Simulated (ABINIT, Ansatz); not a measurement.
## How the form of the self-energy moves the gap of NaLiICl (P4/mmm)

Wanted: the gap of NaLiICl (P4/mmm) under several approximations, with cost.

Main program and level: ABINIT 10.8.3; LDA and many-body steps on it, plane waves.

### Step 1. Starting point

It takes space group P4/mmm (No. 123, tetragonal). Conventional cell: a = 4.092 Å, b = 4.092 Å, c = 6.215 Å, α = 90.00°, β = 90.00°, γ = 90.00°. Nearest to Na lie 4 Cl at 2.89 Å and 2 I at 3.11 Å. Nearest to Li lie 4 I at 2.89 Å. Nearest to I lie 4 Li at 2.89 Å and 2 Na at 3.11 Å. Cl has 4 Na at 2.89 Å nearest. Farther neighbours and most contacts between anions are not listed.

The cell and positions are those that the Materials Project relaxed with its own functionals (PBE, PBE+U or r2SCAN), kept fixed. Spin-orbit coupling is left out unless a step names it.

### Step 2. Empty states on the mesh, 2×2×2 mesh, 200 bands

This step: ABINIT 10.8.3; DFT, LDA, plane waves, norm-conserving pseudopotentials.

The sums over transitions need many empty states on a uniform mesh; this step solves for them.

run.abi reads:

```
acell 3*1.0 Angstrom
rprim 
  4.091636000000 0.000000000000 0.000000000000
  0.000000000000 4.091636000000 0.000000000000
  0.000000000000 0.000000000000 6.215344000000
ntypat 4
znucl 11 3 53 17
natom 4
typat 1 2 3 4
xred 
  0.500000000000 0.500000000000 0.500000000000
  0.000000000000 0.000000000000 0.000000000000
  0.500000000000 0.500000000000 0.000000000000
  0.000000000000 0.000000000000 0.500000000000
pp_dirpath "pseudos"
pseudos "Na.upf, Li.upf, I.upf, Cl.upf"
ecut 38
ngkpt 2 2 2
nshiftk 1
shiftk 0 0 0
kptopt 1
chksymbreak 0
iscf -2
irdden 1
istwfk *1
nband 200
nbdbuf 18
tolwfr 1e-09
nstep 60
prtvol 0
indata_prefix "in"
outdata_prefix "out"
tmpdata_prefix "tmp"
```

Started as:

```bash
$ OMP_NUM_THREADS=1 mpirun -n 4 abinit run.abi > log
```

Numbers of over 12 decimals in the logs are rounded to 6 here.

The log of the run:

```text
.Version 10.8.3 of ABINIT. v10.8.2 released Aug 2026.

 Symmetries : space group P4/m m m (#123); Bravais tP (primitive tetrag.)
[... echo of the input left out ...]
== DATASET  1 ==================================================================
-   mpi_nproc: 4, omp_nthreads: 1 (-1 if OMP is not activated)

--- !DatasetInfo
iteration_state: {dtset: 1, }
dimensions: {natom: 4, nkpt: 6, mband: 200, nsppol: 1, nspinor: 1, nspden: 1, mpw: 7872, }
cutoff_energies: {ecut:  38.0, pawecutdg:  -1.0, }
[...]
2.82530    2.82666    2.82666    2.83284    2.84964    2.88069    2.90061    2.90062
   2.94127    2.94206    2.95806    2.95872    2.96598    2.97173    2.97694    2.98685
 prteigrs : prtvol=0 or 1, do not print more k-points.

== END DATASET(S) ==============================================================
================================================================================

 -outvars: echo values of variables after computation  --------
            nband         200
             nkpt           6
          spgroup         123
 [... the other variables as echoed above ...]

 Calculation completed.
```

Run time: 3.4 min. Hardware: 4 MPI ranks of Arm Neoverse N1, shared host; peak memory 0.51 GiB.

This step gave:

```
gap                                                           : 3.850 eV
k of the valence top                                          : 0.5, 0, 0.5
k of the conduction bottom                                    : 0, 0, 0
least direct gap                                              : 4.142 eV
k points computed                                             : 6
lowest point of the top converged band, above the valence top : 74.6441 eV
```

On this mesh the gap is 3.850 eV.

The density comes from a self-consistent run that is not shown.

### Step 3. Screening, 2×2×2 mesh, 81 bands, screening to 114.3 eV

The RPA dielectric matrix is built and inverted for each q.

This step: RPA screening on LDA, plane waves, norm-conserving pseudopotentials.

Changes to run.abi since step 2:

```diff
@@ -22,10 +22,11 @@
 chksymbreak 0
-iscf -2
-irdden 1
 istwfk *1
-nband 200
-nbdbuf 18
-tolwfr 1e-09
-nstep 60
-prtvol 0
+occopt 1
+irdwfk 1
+optdriver 3
+nband 81
+ecuteps 4.2
+inclvkb 2
+awtr 1
+symchi 1
 indata_prefix "in"
```

The log of the run:

```text
.Version 10.8.3 of ABINIT. v10.8.2 released Aug 2026.

 Symmetries : space group P4/m m m (#123); Bravais tP (primitive tetrag.)
[... echo of the input left out ...]
== DATASET  1 ==================================================================
-   mpi_nproc: 4, omp_nthreads: 1 (-1 if OMP is not activated)

--- !DatasetInfo
iteration_state: {dtset: 1, }
dimensions: {natom: 4, nkpt: 6, mband: 81, nsppol: 1, nspinor: 1, nspden: 1, mpw: 7872, }
cutoff_energies: {ecut:  38.0, pawecutdg:  -1.0, }
electrons: {nelect:   2.60000000E+01, charge:   0.00000000E+00, occopt:   1.00000000E+00, tsmear:   1.00000000E-02, }

 SCREENING: Calculation of the susceptibility and dielectric matrices

 Based on a program developped by R.W. Godby, V. Olevano, G. Onida, and L. Reining.
 Incorporated in ABINIT by V. Olevano, G.-M. Rignanese, and M. Torrent.
.Using double precision arithmetic ; gwpc =  8

[... cell and pseudopotentials left out ...]
--------------------------------------------------------------------------------

 ==== K-mesh for the wavefunctions ====
 Number of points in the irreducible wedge :     6
[... list of points left out ...]
 Together with 16 symmetry operations and time-reversal symmetry
 yields     8 points in the full Brillouin Zone.

 ==== Q-mesh for the screening function ====
 Number of points in the irreducible wedge :     6
[... list of points left out ...]
 Together with 16 symmetry operations and time-reversal symmetry
 yields     8 points in the full Brillouin Zone.

 setmesh: FFT mesh size selected  =    30x   30x   45
          total number of points  =        40500

 vcoul_init : cutoff-mode = AUXILIARY_FUNCTION
 q-points for optical limit:   1
     1)      0.000010    0.000020    0.000030

- screening: taking advantage of time-reversal symmetry
- Maximum band index for partially occupied states nbvw = 13
- Remaining bands to be divided among processors   nbcw = 68
- Number of bands treated by each node ~17

 Number of electrons calculated from density =   26.0000; Expected =   26.0000
 average of density, n =  0.037027
 r_s =    1.8612
 omega_plasma =   18.5616 [eV]

 calculating chi0 at frequencies [eV] :
  1    0.000000E+00    0.000000E+00
  2    0.000000E+00    1.856156E+01

--------------------------------------------------------------------------------
  q-point number  1        q = ( 0.000000, 0.000000, 0.000000) [r.l.u.]
--------------------------------------------------------------------------------
[... chi0 elements left out ...]
 For q-point:  0.000010 0.000020 0.000030
  dielectric constant =   3.8949
  dielectric constant without local fields =   4.6211

  Average fulfillment of the sum rule on Im[epsilon] for q-point    1 :     55.13  [%]
[... wings left out ...]
  q-point number  2        q = ( 0.500000, 0.000000, 0.000000) [r.l.u.]
--------------------------------------------------------------------------------
[... chi0 elements left out ...]
  Average fulfillment of the sum rule on Im[epsilon] for q-point    2 :     59.66  [%]

 [... 4 further q-points ...]
```

It took 24 s on 4 MPI ranks; peak memory 0.98 GiB; 96 s of CPU time.

Numbers from this step:

* ε∞ with local fields, on this mesh, along the program's q direction: 3.895
* the same without local fields: 4.621
* plasma frequency: 18.56 eV
* plane waves in the screening matrix: 287

Local fields lower ε∞ by 16 %. On a Γ-centred mesh this coarse the value itself is usually too large, while a short band sum pulls it down.

### Step 4. G0W0, Godby-Needs plasmon pole

The self-energy is evaluated for the states that the input lists, and the levels follow from it, in one-shot runs by the linearised quasiparticle equation.

This step: G0W0 on LDA, plane waves, norm-conserving pseudopotentials.

Changes to run.abi since step 3:

```diff
@@ -25,8 +25,17 @@
 irdwfk 1
-optdriver 3
+optdriver 4
 nband 81
+gwcalctyp 0
+ecutsigx 38
+symsigma 1
+nkptgw 2
+kptgw 
+  0.5000000000 0.0000000000 0.5000000000
+  0.0000000000 0.0000000000 0.0000000000
+bdgw 
+  12 15
+  12 15
 ecuteps 4.2
-inclvkb 2
-awtr 1
-symchi 1
+irdscr 1
+ppmodel 1
 indata_prefix "in"
```

The log of the run:

```text
.Version 10.8.3 of ABINIT. v10.8.2 released Aug 2026.

 Symmetries : space group P4/m m m (#123); Bravais tP (primitive tetrag.)
[... echo of the input left out ...]
== DATASET  1 ==================================================================
-   mpi_nproc: 4, omp_nthreads: 1 (-1 if OMP is not activated)

--- !DatasetInfo
iteration_state: {dtset: 1, }
dimensions: {natom: 4, nkpt: 6, mband: 81, nsppol: 1, nspinor: 1, nspden: 1, mpw: 7872, }
cutoff_energies: {ecut:  38.0, pawecutdg:  -1.0, }
electrons: {nelect:   2.60000000E+01, charge:   0.00000000E+00, occopt:   1.00000000E+00, tsmear:   1.00000000E-02, }

 SIGMA: Calculation of the GW corrections

 Based on a program developped by R.W. Godby, V. Olevano, G. Onida, and L. Reining.
 Incorporated in ABINIT by V. Olevano, G.-M. Rignanese, and M. Torrent.
.Using double precision arithmetic ; gwpc =  8

[... cell and pseudopotentials left out ...]
--------------------------------------------------------------------------------

 ==== K-mesh for the wavefunctions ====
 Number of points in the irreducible wedge :     6
[... list of points left out ...]
 Together with 16 symmetry operations and time-reversal symmetry
 yields     8 points in the full Brillouin Zone.

 ==== Q-mesh for screening function ====
 Number of points in the irreducible wedge :     6
[... list of points left out ...]
 Together with 16 symmetry operations and time-reversal symmetry
 yields     8 points in the full Brillouin Zone.

 vcoul_init : cutoff-mode = AUXILIARY_FUNCTION
 q-points for optical limit:   1
     1)      0.000010    0.000020    0.000030
 setmesh: FFT mesh size selected  =    45x   45x   72
          total number of points  =       145800

 Number of electrons calculated from density =   26.0000; Expected =   26.0000
 average of density, n =  0.037027
 r_s =    1.8612
 omega_plasma =   18.5616 [eV]

 === KS Band Gaps ===
  >>>> For spin  1
   Minimum direct gap =   4.1418 [eV], located at k-point      :   0.0000  0.0000  0.0000
   Fundamental gap    =   3.8495 [eV], Top of valence bands at :   0.5000  0.0000  0.5000
                                       Bottom of conduction at :   0.0000  0.0000  0.0000
 SIGMA fundamental parameters:
 PLASMON POLE MODEL  1
 number of plane-waves for SigmaX                 7837
 number of plane-waves for SigmaC and W            287
 number of plane-waves for wavefunctions          7837
 number of bands                                    81
 number of independent spin polarizations            1
 number of spinorial components                      1
 number of k-points in IBZ                           6
 number of q-points in IBZ                           6
 number of symmetry operations                      16
 number of k-points in BZ                            8
 number of q-points in BZ                            8
 number of frequencies for dSigma/dE                 9
 frequency step for dSigma/dE [eV]                0.25
 number of omega for Sigma on real axis              0
 max omega for Sigma on real axis  [eV]           0.00
 zcut for avoiding poles [eV]                     0.10

 EPSILON^-1 parameters (SCR file):
 dimension of the eps^-1 matrix on file            287
 dimension of the eps^-1 matrix used               287
 number of plane-waves for wavefunctions          7837
 number of bands                                    81
 number of q-points in IBZ                           6
 number of frequencies                               2
 number of real frequencies                          1
 number of imag frequencies                          1

 matrix elements of self-energy operator (all in [eV])

 Perturbative Calculation

--- !SelfEnergy_ee
iteration_state: {dtset: 1, }
kpoint     : [   0.500,    0.000,    0.500, ]
spin       : 1
KS_gap     :    4.587
QP_gap     :    6.577
Delta_QP_KS:    1.990
data: !SigmaeeData |
     Band     E0 <VxcDFT>   SigX SigC(E0)      Z dSigC/dE  Sig(E)    E-E0       E
       12  -0.494 -12.026 -15.122   1.980   0.805  -0.243 -12.924  -0.898  -1.392
       13   0.075 -11.444 -14.328   1.818   0.812  -0.231 -12.310  -0.867  -0.791
       14   4.662  -7.441  -3.202  -2.903   0.841  -0.189  -6.317   1.123   5.786
       15   5.396  -7.746  -3.089  -3.062   0.837  -0.194  -6.411   1.335   6.731

--- !SelfEnergy_ee
iteration_state: {dtset: 1, }
kpoint     : [   0.000,    0.000,    0.000, ]
spin       : 1
KS_gap     :    4.142
QP_gap     :    6.331
Delta_QP_KS:    2.189
data: !SigmaeeData |
     Band     E0 <VxcDFT>   SigX SigC(E0)      Z dSigC/dE  Sig(E)    E-E0       E
       12  -0.217 -11.873 -14.955   1.956   0.808  -0.238 -12.783  -0.910  -1.127
       13  -0.217 -11.873 -14.955   1.956   0.808  -0.238 -12.783  -0.910  -1.127
       14   3.925  -8.236  -3.756  -2.959   0.841  -0.188  -6.957   1.279   5.204
       15   5.327  -8.452  -3.776  -3.024   0.836  -0.196  -7.070   1.382   6.709

== END DATASET(S) ==============================================================
================================================================================

 -outvars: echo values of variables after computation  --------
           etotal      0.0000000000E+00
            nband          81
             nkpt           6
          spgroup         123
 [... the other variables as echoed above ...]

 Calculation completed.
```

Wall time 15 s (4 MPI ranks); peak memory 0.87 GiB; 59 s of CPU time.

Numbers from this step:

```yaml
g0w0_gap_on_the_points_computed: 5.995 eV
starting_gap_on_the_mesh: 3.850 eV
k_of_the_valence_top: 0.5, 0, 0.5
k_of_the_conduction_bottom: 0, 0, 0
z_at_the_valence_top: 0.812
z_at_the_conduction_bottom: 0.841
least_direct_g0w0_gap_on_the_computed_points: 6.331 eV
```

The gap on the mesh goes from 3.85 eV to 6.00 eV, a correction of +2.15 eV.

### Step 5. G0W0, von der Linden-Horsch plasmon pole

Changes to run.abi since step 4:

```diff
@@ -39,3 +39,3 @@
 irdscr 1
-ppmodel 1
+ppmodel 3
 indata_prefix "in"
```

The log of the run:

```text
.Version 10.8.3 of ABINIT. v10.8.2 released Aug 2026.

 Symmetries : space group P4/m m m (#123); Bravais tP (primitive tetrag.)
[... echo of the input left out ...]
== DATASET  1 ==================================================================
-   mpi_nproc: 4, omp_nthreads: 1 (-1 if OMP is not activated)

--- !DatasetInfo
iteration_state: {dtset: 1, }
dimensions: {natom: 4, nkpt: 6, mband: 81, nsppol: 1, nspinor: 1, nspden: 1, mpw: 7872, }
cutoff_energies: {ecut:  38.0, pawecutdg:  -1.0, }
electrons: {nelect:   2.60000000E+01, charge:   0.00000000E+00, occopt:   1.00000000E+00, tsmear:   1.00000000E-02, }

 SIGMA: Calculation of the GW corrections

 Based on a program developped by R.W. Godby, V. Olevano, G. Onida, and L. Reining.
 Incorporated in ABINIT by V. Olevano, G.-M. Rignanese, and M. Torrent.
.Using double precision arithmetic ; gwpc =  8

[... cell and pseudopotentials left out ...]
--------------------------------------------------------------------------------

 ==== K-mesh for the wavefunctions ====
 Number of points in the irreducible wedge :     6
[... list of points left out ...]
 Together with 16 symmetry operations and time-reversal symmetry
 yields     8 points in the full Brillouin Zone.

 ==== Q-mesh for screening function ====
 Number of points in the irreducible wedge :     6
[... list of points left out ...]
 Together with 16 symmetry operations and time-reversal symmetry
 yields     8 points in the full Brillouin Zone.

 vcoul_init : cutoff-mode = AUXILIARY_FUNCTION
 q-points for optical limit:   1
     1)      0.000010    0.000020    0.000030
 setmesh: FFT mesh size selected  =    45x   45x   72
          total number of points  =       145800

 Number of electrons calculated from density =   26.0000; Expected =   26.0000
[...]
number of omega for Sigma on real axis              0
 max omega for Sigma on real axis  [eV]           0.00
 zcut for avoiding poles [eV]                     0.10

 EPSILON^-1 parameters (SCR file):
 dimension of the eps^-1 matrix on file            287
 dimension of the eps^-1 matrix used               287
 number of plane-waves for wavefunctions          7837
 number of bands                                    81
 number of q-points in IBZ                           6
 number of frequencies                               2
 number of real frequencies                          1
 number of imag frequencies                          1

 matrix elements of self-energy operator (all in [eV])

 Perturbative Calculation

--- !SelfEnergy_ee
iteration_state: {dtset: 1, }
kpoint     : [   0.500,    0.000,    0.500, ]
spin       : 1
KS_gap     :    4.587
QP_gap     :    6.642
Delta_QP_KS:    2.055
data: !SigmaeeData |
     Band     E0 <VxcDFT>   SigX SigC(E0)      Z dSigC/dE  Sig(E)    E-E0       E
       12  -0.494 -12.026 -15.122   1.760   0.854  -0.172 -13.166  -1.140  -1.635
       13   0.075 -11.444 -14.328   1.610   0.857  -0.167 -12.536  -1.092  -1.017
       14   4.662  -7.441  -3.202  -3.148   0.882  -0.133  -6.478   0.962   5.625
[...]
--- !SelfEnergy_ee
iteration_state: {dtset: 1, }
kpoint     : [   0.000,    0.000,    0.000, ]
spin       : 1
KS_gap     :    4.142
QP_gap     :    6.426
Delta_QP_KS:    2.285
data: !SigmaeeData |
     Band     E0 <VxcDFT>   SigX SigC(E0)      Z dSigC/dE  Sig(E)    E-E0       E
[...]
14   3.925  -8.236  -3.756  -3.188   0.883  -0.133  -7.096   1.140   5.065
       15   5.327  -8.452  -3.776  -3.225   0.880  -0.136  -7.175   1.277   6.604

== END DATASET(S) ==============================================================
================================================================================

 -outvars: echo values of variables after computation  --------
           etotal      0.0000000000E+00
            nband          81
             nkpt           6
          spgroup         123
 [... the other variables as echoed above ...]

 Calculation completed.
```

The job ended after 10 s (4 MPI ranks; peak memory 0.8 GiB; 41 s of CPU time).

Numbers from this step:

- G0W0 gap on the points computed: 6.082 eV
- starting gap on the mesh: 3.850 eV
- k of the valence top: 0.5, 0, 0.5
- k of the conduction bottom: 0, 0, 0
- Z at the valence top: 0.857
- Z at the conduction bottom: 0.883
- least direct G0W0 gap on the computed points: 6.427 eV

Against G0W0 in ABINIT (2×2×2 mesh, 81 bands, screening to 114.3 eV, Godby-Needs plasmon pole), the gap moves by +0.087 eV.

### Step 6. G0W0, Hybertsen-Louie plasmon pole

Changes to run.abi since step 5:

```diff
@@ -39,3 +39,3 @@
 irdscr 1
-ppmodel 3
+ppmodel 2
 indata_prefix "in"
```

The log of the run:

```text
.Version 10.8.3 of ABINIT. v10.8.2 released Aug 2026.

 Symmetries : space group P4/m m m (#123); Bravais tP (primitive tetrag.)
[... echo of the input left out ...]
== DATASET  1 ==================================================================
-   mpi_nproc: 4, omp_nthreads: 1 (-1 if OMP is not activated)

--- !DatasetInfo
iteration_state: {dtset: 1, }
dimensions: {natom: 4, nkpt: 6, mband: 81, nsppol: 1, nspinor: 1, nspden: 1, mpw: 7872, }
cutoff_energies: {ecut:  38.0, pawecutdg:  -1.0, }
[...]
Band     E0 <VxcDFT>   SigX SigC(E0)      Z dSigC/dE  Sig(E)    E-E0       E
[...]
14   3.925  -8.236  -3.756  -3.420   0.873  -0.146  -7.311   0.925   4.850
       15   5.327  -8.452  -3.776  -3.591   0.869  -0.151  -7.510   0.943   6.269

== END DATASET(S) ==============================================================
================================================================================

 -outvars: echo values of variables after computation  --------
           etotal      0.0000000000E+00
            nband          81
             nkpt           6
          spgroup         123
 [... the other variables as echoed above ...]

 Calculation completed.
```

The job ended after 15 s (4 MPI ranks; peak memory 0.85 GiB; 58 s of CPU time).

Numbers from this step:

* G0W0 gap on the points computed: 5.753 eV
* starting gap on the mesh: 3.850 eV
* k of the valence top: 0.5, 0, 0.5
* k of the conduction bottom: 0, 0, 0
* least direct G0W0 gap on the computed points: 6.135 eV

Against G0W0 in ABINIT (2×2×2 mesh, 81 bands, screening to 114.3 eV, Godby-Needs plasmon pole), the gap moves by −0.242 eV.

(Continued in part 2 of 2.)

[Paths, hosts, dates, memory and timing lines, banners, echoed tables and standing remarks are left out of the program output.]

[Logs are printed without paths, hosts, clocks, repeated set-up lines and the standing remarks that a program may print on its own settings, such as how far it seeks lower states.]

[Runs of the session that timed out or met a known fault of the program may be left out.]

[Hosts, paths, dates, database ids (printed as entryN), source tags and the programs' standing remarks are cut or masked in the printed files.]

[G0W0 gaps are taken among the corrected bands and points alone; a level outside them can change the order at an edge.]

[Where Ansatz stands beside ABINIT at settings called matched, ABINIT's density can come from a denser mesh and the files from another edition; pairs whose starting gaps differed by over 0.03 eV were left out, so agreement reads better than it is.]
